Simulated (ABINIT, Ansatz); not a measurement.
# Quasiparticle gap of YSF (P4/nmm) in ABINIT

How does a plane-wave GW calculation on YSF (P4/nmm) run from the first input to the gap?

Program: ABINIT 10.8.3. Level of theory: LDA and many-body steps on it, plane waves. Results are calculated unless marked as measured.

Most raw output is cut from this account.

## 1. Set-up

Symmetry: P4/nmm, No. 129, tetragonal system. The conventional cell has a = 3.773 Å, b = 3.773 Å, c = 6.827 Å, α = 90.00°, β = 90.00°, γ = 90.00°. Y has 4 F at 2.44 Å and 5 S at 2.81 to 2.86 Å nearest. Nearest to S lie 5 Y at 2.81 to 2.86 Å. F has 4 Y at 2.44 Å nearest. Farther neighbours and most contacts between anions are not listed.

The cell and positions are those that the Materials Project relaxed with its own functionals (PBE, PBE+U or r2SCAN), kept fixed.

## 2. Ground state

This step: ABINIT 10.8.3; DFT, LDA, plane waves, norm-conserving pseudopotentials.

The ground-state density comes first.

The input, run.abi:

```
acell 3*1.0 Angstrom
rprim 
  3.772985040000 0.000000000000 0.000000000000
  0.000000000000 3.772985040000 0.000000000000
  0.000000000000 0.000000000000 6.826667120000
ntypat 3
znucl 39 16 9
natom 6
typat 1 1 2 2 3 3
xred 
  0.000000000000 0.500000000000 0.227228020000
  0.500000000000 0.000000000000 0.772771980000
  0.000000000000 0.500000000000 0.645567190000
  0.500000000000 0.000000000000 0.354432810000
  0.000000000000 0.000000000000 0.000000000000
  0.500000000000 0.500000000000 0.000000000000
pp_dirpath "pseudos"
pseudos "Y.upf, S.upf, F.upf"
ecut 36
ngkpt 6 6 4
nshiftk 1
shiftk 0 0 0
kptopt 1
chksymbreak 0
nband 31
occopt 1
tolvrs 1e-10
nstep 60
prtwf 0
optforces 0
optstress 0
indata_prefix "in"
outdata_prefix "out"
tmpdata_prefix "tmp"
```

Command:

```bash
$ OMP_NUM_THREADS=1 mpirun -n 8 abinit run.abi > log
```

Elapsed: 40 s, on 8 MPI ranks of Arm Neoverse V1, shared host; peak memory 0.74 GiB; 5.4 min of CPU time.

This step gave:

```
total energy               : -4177.0931 eV
gap                        : 1.172 eV
k of the valence top       : 0, 0, 0
k of the conduction bottom : 0, 0, 0
least direct gap           : 1.172 eV
```

The gap is direct, at Γ.

## 3. Empty states on the mesh, 4×4×2 mesh, 344 bands

The sums over transitions need many empty states on a uniform mesh; this step solves for them.

run.abi, as its differences from that of step 2:

```diff
@@ -19,3 +19,3 @@
 ecut 36
-ngkpt 6 6 4
+ngkpt 4 4 2
 nshiftk 1
@@ -24,9 +24,10 @@
 chksymbreak 0
-nband 31
-occopt 1
-tolvrs 1e-10
+iscf -2
+irdden 1
+istwfk *1
+nband 344
+nbdbuf 30
+tolwfr 1e-09
 nstep 60
-prtwf 0
-optforces 0
-optstress 0
+prtvol 0
 indata_prefix "in"
```

Wall time 4.9 min (8 MPI ranks); peak memory 1 GiB; 39 min of CPU time.

Numbers from this step:

| Item | Value |
| --- | --- |
| gap | 1.172 eV |
| k of the valence top | 0, 0, 0 |
| k of the conduction bottom | 0, 0, 0 |
| least direct gap | 1.172 eV |
| k points computed | 12 |
| lowest point of the top converged band, above the valence top | 106.4259 eV |

On this mesh the gap is 1.172 eV.

## 4. Screening, 4×4×2 mesh, 314 bands, screening to 217.7 eV

The RPA dielectric matrix is built and inverted for each q.

This step: RPA screening on LDA, plane waves, norm-conserving pseudopotentials.

run.abi, as its differences from that of step 3:

```diff
@@ -24,10 +24,11 @@
 chksymbreak 0
-iscf -2
-irdden 1
 istwfk *1
-nband 344
-nbdbuf 30
-tolwfr 1e-09
-nstep 60
-prtvol 0
+occopt 1
+irdwfk 1
+optdriver 3
+nband 314
+ecuteps 8
+inclvkb 2
+awtr 1
+symchi 1
 indata_prefix "in"
```

Elapsed: 8.5 min, on 8 MPI ranks; peak memory 6 GiB.

Numbers from this step:

- ε∞ with local fields, on this mesh, along the program's q direction: 6.055
- the same without local fields: 7.011
- plasma frequency: 26.10 eV
- plane waves in the screening matrix: 717

Local fields lower ε∞ by 14 %. On a Γ-centred mesh this coarse the value itself is usually too large, while a short band sum pulls it down.

## 5. Self-energy, 4×4×2 mesh, 314 bands, screening to 217.7 eV

The self-energy is evaluated for the states that the input lists, and the levels follow from it, in one-shot runs by the linearised quasiparticle equation.

This step: G0W0 on LDA, plane waves, norm-conserving pseudopotentials.

run.abi, as its differences from that of step 4:

```diff
@@ -27,8 +27,15 @@
 irdwfk 1
-optdriver 3
+optdriver 4
 nband 314
+gwcalctyp 0
+ecutsigx 36
+symsigma 1
+nkptgw 1
+kptgw 
+  0.0000000000 0.0000000000 0.0000000000
+bdgw 
+  23 26
 ecuteps 8
-inclvkb 2
-awtr 1
-symchi 1
+irdscr 1
+ppmodel 1
 indata_prefix "in"
```

The job ended after 50 s (8 MPI ranks; peak memory 6.9 GiB; 6.7 min of CPU time).

Numbers from this step:

```yaml
g0w0_gap_on_the_points_computed: 2.974 eV
starting_gap_on_the_mesh: 1.172 eV
k_of_the_valence_top: 0, 0, 0
k_of_the_conduction_bottom: 0, 0, 0
z_at_the_valence_top: 0.796
z_at_the_conduction_bottom: 0.824
least_direct_g0w0_gap_on_the_computed_points: 2.974 eV
```

The gap on the mesh goes from 1.17 eV to 2.97 eV, a correction of +1.80 eV.

Limits: finite bands, cutoff and mesh; no spin-orbit coupling; coarse k mesh. v1 is the top filled band, c1 the lowest empty one. Levels before and after the correction, in eV, zero at the valence-band top of each column:

```csv
,conduction bottom,valence top
Kohn-Sham,1.17,0.00
G0W0,2.97,0.00
```

```csv
,level,energy (eV)
Kohn-Sham,Γ v2-v1,0.000
Kohn-Sham,Γ c1,1.172
Kohn-Sham,Γ c2,2.921
G0W0,Γ v2-v1,0.000
G0W0,Γ c1,2.974
G0W0,Γ c2,4.892
```

## 6. Where the time went

Times are wall times on 8 MPI ranks of Arm Neoverse V1, shared host, good to a factor of about two.

```csv
step,time,share,memory (GiB)
ground state,40 s,5 %,0.74
empty states on the mesh,4.9 min,33 %,1.0
screening,8.5 min,57 %,6.0
self-energy,50 s,6 %,6.9
```

## 7. Summary of results

```json
{"LDA gap": "1.17 eV, direct", "G0W0 gap on the mesh": "2.97 eV", "GW settings": "4×4×2 mesh, 314 bands, screening to 217.7 eV, Godby-Needs plasmon pole", "known limits": "not at the basis limit; no spin-orbit coupling; coarse k mesh"}
```

**Reading.** G0W0 moves the gap on the mesh from 1.17 eV to 2.97 eV (+1.80 eV), with Z of 0.80 and 0.82 at the edges. Local fields lower the RPA ε∞ on this mesh from 7.01 to 6.05; a Γ-centred mesh this coarse tends to raise both, most where the direct gap is narrow, while a short band sum lowers them. Only 1 of the mesh's irreducible points was corrected, so a valley elsewhere could overtake. The dearest step here is «screening». Bands and cutoff are finite, so the gap is not at the basis limit. The miss can reach some tenths of an eV and take either sign; the mesh is an error of its own. In the G0W0 run levels were corrected at 1 k point alone, so a gap called «on the mesh» is the least over those, and an edge elsewhere would be missed. The 4×4×2 mesh is coarse for this cell, which bears on the long-range parts of exchange and screening. The many-body steps are scalar-relativistic: spin-orbit coupling is not in them.

[Paths, hosts, dates, memory and timing lines, banners, echoed tables and standing remarks are left out of the program output.]

[Logs are printed without paths, hosts, clocks, repeated set-up lines and the standing remarks that a program may print on its own settings, such as how far it seeks lower states.]

[Runs of the session that timed out or met a known fault of the program may be left out.]

[Hosts, paths, dates, database ids (printed as entryN), source tags and the programs' standing remarks are cut or masked in the printed files.]

[G0W0 gaps are taken among the corrected bands and points alone; a level outside them can change the order at an edge.]

[Where Ansatz stands beside ABINIT at settings called matched, ABINIT's density can come from a denser mesh and the files from another edition; pairs whose starting gaps differed by over 0.03 eV were left out, so agreement reads better than it is.]
